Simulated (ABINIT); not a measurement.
Planning a run of ABINIT 10.8.3 on Be3N2 (R3m). The input:

```
acell 3*1.0 Angstrom
rprim 
  1.419805055509 0.819724830995 4.866215662800
  -1.419805055509 0.819724830995 4.866215662800
  -0.000000000000 -1.639449661990 4.866215662800
ntypat 2
znucl 4 7
natom 5
typat 1 1 1 2 2
xred 
  0.859001080000 0.859001080000 0.859001080000
  0.317694560000 0.317694560000 0.317694560000
  0.088806770000 0.088806770000 0.088806770000
  0.204162680000 0.204162680000 0.204162680000
  0.708434910000 0.708434910000 0.708434910000
pp_dirpath "pseudos"
pseudos "Be.upf, N.upf"
ecut 38
ngkpt 6 6 6
nshiftk 1
shiftk 0 0 0
kptopt 1
chksymbreak 0
istwfk *1
occopt 1
irdwfk 1
optdriver 4
nband 74
gwcalctyp 10
ecutsigx 38
symsigma 1
nkptgw 32
kptgw 
  0.0000000000 0.0000000000 0.0000000000
  0.1666666667 0.0000000000 0.0000000000
  0.3333333333 0.0000000000 0.0000000000
  0.5000000000 0.0000000000 0.0000000000
  0.1666666667 0.1666666667 0.0000000000
  0.3333333333 0.1666666667 0.0000000000
  0.5000000000 0.1666666667 0.0000000000
  -0.3333333333 0.1666666667 0.0000000000
  -0.1666666667 0.1666666667 0.0000000000
  0.3333333333 0.3333333333 0.0000000000
  0.5000000000 0.3333333333 0.0000000000
  -0.3333333333 0.3333333333 0.0000000000
  0.5000000000 0.5000000000 0.0000000000
  0.1666666667 0.1666666667 0.1666666667
  0.3333333333 0.1666666667 0.1666666667
  0.5000000000 0.1666666667 0.1666666667
  -0.3333333333 0.1666666667 0.1666666667
  -0.1666666667 0.1666666667 0.1666666667
  0.3333333333 0.3333333333 0.1666666667
  0.5000000000 0.3333333333 0.1666666667
  -0.3333333333 0.3333333333 0.1666666667
  -0.1666666667 0.3333333333 0.1666666667
  0.5000000000 0.5000000000 0.1666666667
  -0.3333333333 0.5000000000 0.1666666667
  -0.1666666667 0.5000000000 0.1666666667
  -0.3333333333 -0.3333333333 0.1666666667
  0.3333333333 0.3333333333 0.3333333333
  0.5000000000 0.3333333333 0.3333333333
  -0.3333333333 0.3333333333 0.3333333333
  0.5000000000 0.5000000000 0.3333333333
  -0.3333333333 0.5000000000 0.3333333333
  0.5000000000 0.5000000000 0.5000000000
bdgw 
  6 15
  6 15
  6 15
  6 15
  6 15
  6 15
  6 15
  6 15
  6 15
  6 15
  6 15
  6 15
  6 15
  6 15
  6 15
  6 15
  6 15
  6 15
  6 15
  6 15
  6 15
  6 15
  6 15
  6 15
  6 15
  6 15
  6 15
  6 15
  6 15
  6 15
  6 15
  6 15
ecuteps 4.8
irdscr 1
ppmodel 1
indata_prefix "in"
outdata_prefix "out"
tmpdata_prefix "tmp"
```

```sh
OMP_NUM_THREADS=1 mpirun -n 4 abinit run.abi > log
```

Q: How long will it take on 4 MPI ranks of Arm Neoverse V1, shared host, and how much memory?

It took 21 min; on shared hardware allow 11 min to 43 min. Peak host memory was 4.6 GiB.

[Paths, hosts, dates, memory and timing lines, banners, echoed tables and standing remarks are left out of the program output.]

[Logs are printed without paths, hosts, clocks, repeated set-up lines and the standing remarks that a program may print on its own settings, such as how far it seeks lower states.]

[Runs of the session that timed out or met a known fault of the program may be left out.]

[Hosts, paths, dates, database ids (printed as entryN), source tags and the programs' standing remarks are cut or masked in the printed files.]

[G0W0 gaps are taken among the corrected bands and points alone; a level outside them can change the order at an edge.]

[Where Ansatz stands beside ABINIT at settings called matched, ABINIT's density can come from a denser mesh and the files from another edition; pairs whose starting gaps differed by over 0.03 eV were left out, so agreement reads better than it is.]
